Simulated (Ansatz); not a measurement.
**Starting-point dependence of the GW gap of LiPS3 (C2/m)**

How much of the starting functional survives in the G0W0 gap of LiPS3 (C2/m)?

Program: Ansatz 0.2.0. Level of theory: G0W0 on several functionals, plane waves, PAW. Results are calculated unless marked as measured.

This is a report of a sequence of runs, with most program output left out.

In doubt: masses and optical values from hybrid runs of this build are listed as unsure (steps 6, 7, 8), which bears on the screening that GW takes from such a start.

## (1) Starting point

It takes space group C2/m (No. 12, monoclinic). Conventional cell: a = 11.116 Å, b = 7.007 Å, c = 6.525 Å, α = 90.00°, β = 125.57°, γ = 90.00°. Nearest to Li lie 4 S at 2.54 to 2.58 Å. Nearest to P lie 4 S at 1.99 to 2.15 Å. S has 2 P at 2.15 Å nearest. Nearest to S lie 1 P at 2.01 Å and 2 Li at 2.58 Å. Nearest to S lie 1 P at 1.99 Å and 2 Li at 2.54 Å. Farther neighbours and most contacts between anions are not listed.

Coordinates:

```cif
data_structure
_symmetry_space_group_name_H-M 'C2/m'
_symmetry_Int_Tables_number 12
_cell_length_a 11.1156
_cell_length_b 7.0070
_cell_length_c 6.5251
_cell_angle_alpha 90.000
_cell_angle_beta 125.572
_cell_angle_gamma 90.000
_cell_volume 413.38
loop_
_atom_site_label
_atom_site_type_symbol
_atom_site_symmetry_multiplicity
_atom_site_Wyckoff_symbol
_atom_site_fract_x
_atom_site_fract_y
_atom_site_fract_z
_atom_site_occupancy
Li1 Li 4 g 0.00000 0.24088 0.00000 1
P1 P 4 i 0.65352 0.50000 0.57801 1
S1 S 4 h 0.00000 0.77597 0.50000 1
S2 S 4 i 0.69711 0.50000 0.31871 1
S3 S 4 i 0.82277 0.50000 0.94081 1
```

Geometry: measured cell, ions relaxed with PBE. The runs that relaxed it are not among those shown.

## (2) G0W0 on LDA

G0W0 replaces the xc potential by the self-energy, built once from these orbitals. Only a window of levels is corrected, while the sums run over the empty bands that the input names. This step takes PAW set soft_1 files.

This step: G0W0 on LDA, plane waves, PAW; PAW set soft_1.

input.yaml

```yaml
crystal:
  lattice:
    - [5.5578, -3.5035, 0.0]
    - [5.5578, 3.5035, 0.0]
    - [-3.7957895619, 0.0, 5.3074392707]
  atoms:
    - { symbol: Li, position: [0.7591184309, 0.2408815691, 0.0] }
    - { symbol: Li, position: [0.2408815691, 0.7591184309, 0.0] }
    - { symbol: P, position: [0.1535229576, 0.1535229576, 0.5780140654] }
    - { symbol: P, position: [0.8464770424, 0.8464770424, 0.4219859346] }
    - { symbol: S, position: [0.2240344925, 0.7759655075, 0.5] }
    - { symbol: S, position: [0.7759655075, 0.2240344925, 0.5] }
    - { symbol: S, position: [0.197106774, 0.197106774, 0.3187113102] }
    - { symbol: S, position: [0.802893226, 0.802893226, 0.6812886898] }
    - { symbol: S, position: [0.3227742362, 0.3227742362, 0.940813349] }
    - { symbol: S, position: [0.6772257638, 0.6772257638, 0.059186651] }
kpoints:
  mp_grid: { grid: [2, 2, 2] }
hamiltonian:
  xc: lda
  pseudopotentials: { kind: paw, azcp: { folder: soft_1 }, xc_functional: pbe }
scf:
  occupations: { method: fixed }
gw:
  n_empty_bands: 469
  ecut_chi: 100
  qp_bands: [v3, c3]
  qp_kpoints: band_edges
  screening: { model: contour_deformation }
```

Launch:

```
$ ansatz run input.yaml --threads 2 --pin off --max-ram 92160MiB --backend cuda --events-out ev --progress --plain --runs-dir out --devices 1 --max-vram 13GiB
```

Elapsed: 19 s, on 1 × NVIDIA H100 80GB HBM3 (shared by 6 runs) with 2 threads of AMD EPYC 7R13 (Zen 3), shared host; peak memory 1.5 GiB.

Numbers from this step:

- bands summed: 495
- RPA ε∞ on this mesh (eigenvalues): 4.962, 5.208, 6.818
- plane waves in the screening matrix: 479
- q-points in the mesh: 8
- G0W0 gap on the mesh: 3.007 eV
- k of the valence top: 0, 0, 0
- k of the conduction bottom: 0, 0, -0.5
- starting gap on the mesh: 1.592 eV
- Z at the valence top: 0.7407
- Z at the conduction bottom: 0.7531
- least direct G0W0 gap on the computed points: 3.375 eV

The gap on the mesh goes from 1.59 eV to 3.01 eV, a correction of +1.41 eV. Between the two edge states, bare exchange in place of the xc potential would open the gap by 7.75 eV, and correlation takes back 6.33 eV.

## (3) G0W0 on PBEsol

One-shot GW remembers its start. Another functional's orbitals and levels show by how much.

This step: G0W0 on PBEsol, plane waves, PAW; PAW set soft_1.

input.yaml, as its differences from that of step 2:

```diff
@@ -19,3 +19,3 @@
 hamiltonian:
-  xc: lda
+  xc: pbesol
   pseudopotentials: { kind: paw, azcp: { folder: soft_1 }, xc_functional: pbe }
```

The job ended after 25 s (1 × NVIDIA H100 80GB HBM3 (shared by 6 runs) with 2 threads; peak memory 1.4 GiB; 32 s of CPU time).

This step gave:

```
bands summed                                 : 495
RPA ε∞ on this mesh (eigenvalues)            : 4.802, 5.069, 6.605
plane waves in the screening matrix          : 479
q-points in the mesh                         : 8
G0W0 gap on the mesh                         : 3.062 eV
k of the valence top                         : 0, 0, 0
k of the conduction bottom                   : 0, 0, -0.5
starting gap on the mesh                     : 1.657 eV
Z at the valence top                         : 0.7428
Z at the conduction bottom                   : 0.7554
least direct G0W0 gap on the computed points : 3.432 eV
```

Against the run with 2×2×2 mesh, 469 empty bands, screening to 100 eV, PAW set soft_1 files on LDA, the gap moves by +0.05 eV, while the start moved by +0.06 eV.

## (4) G0W0 on PBE

This step: G0W0 on PBE, plane waves, PAW; PAW set soft_1.

input.yaml, as its differences from that of step 3:

```diff
@@ -19,4 +19,4 @@
 hamiltonian:
-  xc: pbesol
-  pseudopotentials: { kind: paw, azcp: { folder: soft_1 }, xc_functional: pbe }
+  xc: pbe
+  pseudopotentials: { kind: paw, azcp: { folder: soft_1 } }
 scf:
```

Wall time 8.9 s (1 × NVIDIA H100 80GB HBM3 (shared by 6 runs) with 2 threads); peak memory 1.4 GiB; 9.2 s of CPU time.

This step gave:

```yaml
bands_summed: 495
rpa_eps_infinity_on_this_mesh_eigenvalues: 4.592, 4.891, 6.329
plane_waves_in_the_screening_matrix: 479
g0w0_gap_on_the_mesh: 3.117 eV
k_of_the_valence_top: 0, 0, 0
k_of_the_conduction_bottom: 0, 0, -0.5
starting_gap_on_the_mesh: 1.723 eV
least_direct_g0w0_gap_on_the_computed_points: 3.491 eV
```

Against the run with 2×2×2 mesh, 469 empty bands, screening to 100 eV, PAW set soft_1 files on PBEsol, the gap moves by +0.06 eV, while the start moved by +0.07 eV.

## (5) G0W0 on r2SCAN

This step: G0W0 on r2SCAN, plane waves, PAW; PAW set soft_1.

input.yaml, as its differences from that of step 4:

```diff
@@ -19,3 +19,3 @@
 hamiltonian:
-  xc: pbe
+  xc: r2scan
   pseudopotentials: { kind: paw, azcp: { folder: soft_1 } }
```

Elapsed: 37 s, on 1 × NVIDIA H100 80GB HBM3 (shared by 6 runs) with 2 threads; peak memory 1.8 GiB.

This step gave:

| Quantity | Value |
| --- | --- |
| bands summed | 495 |
| RPA ε∞ on this mesh (eigenvalues) | 4.117, 4.442, 5.576 |
| plane waves in the screening matrix | 479 |
| G0W0 gap on the mesh | 3.344 eV |
| k of the valence top | 0, 0, 0 |
| k of the conduction bottom | 0, 0, -0.5 |
| starting gap on the mesh | 2.035 eV |
| least direct G0W0 gap on the computed points | 3.723 eV |

Against the run with 2×2×2 mesh, 469 empty bands, screening to 100 eV, PAW set soft_1 files on PBE, the gap moves by +0.23 eV, while the start moved by +0.31 eV.

## (6) G0W0 on HSE06

This step: G0W0 on HSE06, plane waves, PAW; PAW set soft_1.

input.yaml, as its differences from that of step 5:

```diff
@@ -19,3 +19,3 @@
 hamiltonian:
-  xc: r2scan
+  xc: hse06
   pseudopotentials: { kind: paw, azcp: { folder: soft_1 } }
```

Wall time 80 s (1 × NVIDIA H100 80GB HBM3 (shared by 6 runs) with 2 threads); peak memory 1.6 GiB; 100 s of CPU time.

Numbers from this step:

- bands summed: 495
- RPA ε∞ on this mesh (eigenvalues): 3.677, 3.998, 4.772
- plane waves in the screening matrix: 479
- G0W0 gap on the mesh: 3.662 eV
- k of the valence top: 0, 0, 0
- k of the conduction bottom: 0, 0, -0.5
- starting gap on the mesh: 2.791 eV
- least direct G0W0 gap on the computed points: 4.055 eV

Against the run with 2×2×2 mesh, 469 empty bands, screening to 100 eV, PAW set soft_1 files on r2SCAN, the gap moves by +0.32 eV, while the start moved by +0.76 eV.

## (7) G0W0 on PBE0

This step: G0W0 on PBE0, plane waves, PAW; PAW set soft_1.

input.yaml, as its differences from that of step 6:

```diff
@@ -19,3 +19,3 @@
 hamiltonian:
-  xc: hse06
+  xc: pbe0
   pseudopotentials: { kind: paw, azcp: { folder: soft_1 } }
```

Wall time 87 s (1 × NVIDIA H100 80GB HBM3 (shared by 6 runs) with 2 threads); peak memory 1.6 GiB.

This step gave:

```
bands summed                                 : 495
RPA ε∞ on this mesh (eigenvalues)            : 3.424, 3.733, 4.355
plane waves in the screening matrix          : 479
G0W0 gap on the mesh                         : 3.898 eV
k of the valence top                         : 0, 0, 0
k of the conduction bottom                   : 0, 0, -0.5
starting gap on the mesh                     : 3.523 eV
least direct G0W0 gap on the computed points : 4.294 eV
```

Against the run with 2×2×2 mesh, 469 empty bands, screening to 100 eV, PAW set soft_1 files on HSE06, the gap moves by +0.24 eV, while the start moved by +0.73 eV.

## (8) G0W0 on Hartree-Fock

This step: G0W0 on Hartree-Fock, plane waves, PAW; PAW set soft_1.

input.yaml, as its differences from that of step 7:

```diff
@@ -19,3 +19,3 @@
 hamiltonian:
-  xc: pbe0
+  xc: hf
   pseudopotentials: { kind: paw, azcp: { folder: soft_1 } }
```

Elapsed: 77 s, on 1 × NVIDIA H100 80GB HBM3 (shared by 6 runs) with 2 threads; peak memory 1.6 GiB.

This step gave:

```
bands summed                                 : 495
RPA ε∞ on this mesh (eigenvalues)            : 2.269, 2.413, 2.546
plane waves in the screening matrix          : 479
G0W0 gap on the mesh                         : 5.477 eV
k of the valence top                         : 0, 0, 0
k of the conduction bottom                   : 0, 0, -0.5
starting gap on the mesh                     : 9.591 eV
least direct G0W0 gap on the computed points : 5.846 eV
```

Against the run with 2×2×2 mesh, 469 empty bands, screening to 100 eV, PAW set soft_1 files on PBE0, the gap moves by +1.58 eV, while the start moved by +6.07 eV.

## (9) Side by side

All on the 2×2×2 mesh with 469 empty bands and screening to 100 eV. Times are wall times on 1 × NVIDIA H100 80GB HBM3 (shared by 6 runs) with 2 threads of AMD EPYC 7R13 (Zen 3), shared host, good to a factor of about two.

```
       start  starting gap (eV)  shift (eV)  G0W0 gap (eV)  RPA ε∞ (harmonic mean)  Z (valence, conduction)   time
         LDA               1.59       +1.41           3.01                    5.55               0.74, 0.75   19 s
      PBEsol               1.66       +1.40           3.06                    5.39               0.74, 0.76   25 s
         PBE               1.72       +1.39           3.12                    5.17               0.74, 0.76  8.9 s
      r2SCAN               2.03       +1.31           3.34                    4.63               0.76, 0.77   37 s
       HSE06               2.79       +0.87           3.66                    4.10               0.78, 0.79   80 s
        PBE0               3.52       +0.37           3.90                    3.80               0.80, 0.81   87 s
Hartree-Fock               9.59       −4.11           5.48                    2.40               0.88, 0.89   77 s
```

The parts of the quasiparticle energy at the two band edges (eV; QP = start + Σx + Σc − Vxc):

```
   run               edge  start      Σx     Σc     Vxc     Z    QP
   LDA        valence top   3.65  -18.42   2.25  -15.56  0.74  3.04
   LDA  conduction bottom   5.24   -9.56  -4.09  -14.45  0.75  6.04
PBEsol        valence top   3.78  -18.40   2.28  -15.39  0.74  3.06
PBEsol  conduction bottom   5.44   -9.50  -4.03  -14.21  0.76  6.12
   PBE        valence top   3.83  -18.47   2.29  -15.44  0.74  3.10
   PBE  conduction bottom   5.55   -9.51  -4.01  -14.18  0.76  6.21
r2SCAN        valence top   3.57  -18.47   2.22  -15.63  0.76  2.95
r2SCAN  conduction bottom   5.61   -9.36  -3.92  -13.98  0.77  6.30
```

## (10) Outcome

* G0W0@LDA: 3.01 eV (start 1.59 eV)
* G0W0@PBEsol: 3.06 eV (start 1.66 eV)
* G0W0@PBE: 3.12 eV (start 1.72 eV)
* G0W0@r2SCAN: 3.34 eV (start 2.03 eV)
* G0W0@HSE06: 3.66 eV (start 2.79 eV)
* G0W0@PBE0: 3.90 eV (start 3.52 eV)
* G0W0@Hartree-Fock: 5.48 eV (start 9.59 eV)
* known limits: not at the basis limit; coarse k mesh

The starting gaps span 8.00 eV and the G0W0 gaps 2.47 eV. Between LDA and Hartree-Fock, 2.47 eV of the 8.00 eV survives, 31 %. Hartree-Fock screens less than LDA (ε∞ 2.40 against 5.55). Of the 2.47 eV by which its G0W0 gap is higher, the correlation part gives +2.07 eV, and exchange with the one-particle terms, which follow the orbitals, +0.41 eV. On Hartree-Fock the correction is negative: that start lies above its own G0W0 value. The smallest correction, +0.37 eV, is on PBE0, the start nearest to reproducing itself. Bands and cutoff are finite, so the gap is not at the basis limit. The miss can reach some tenths of an eV and take either sign; the mesh is an error of its own. The 2×2×2 mesh is coarse for this cell (its supercell is 13 Å along the shortest edge). The RPA ε∞ on it, from the LDA start, is 4.96, 5.21 and 6.82; such meshes misread the long-range screening, most where the gap is narrow. The program warns that the mesh is coarse for exact exchange, which bears on the hybrid start's gap.

[Paths, hosts, dates, memory and timing lines, banners, echoed tables and standing remarks are left out of the program output.]

[Logs are printed without paths, hosts, clocks, repeated set-up lines and the standing remarks that a program may print on its own settings, such as how far it seeks lower states.]

[Runs of the session that timed out or met a known fault of the program may be left out.]

[Cells called generated may have been cut or substituted from an entry of the Crystallography Open Database or the Materials Project.]

[Hosts, paths, dates, database ids (printed as entryN), source tags and the programs' standing remarks are cut or masked in the printed files.]
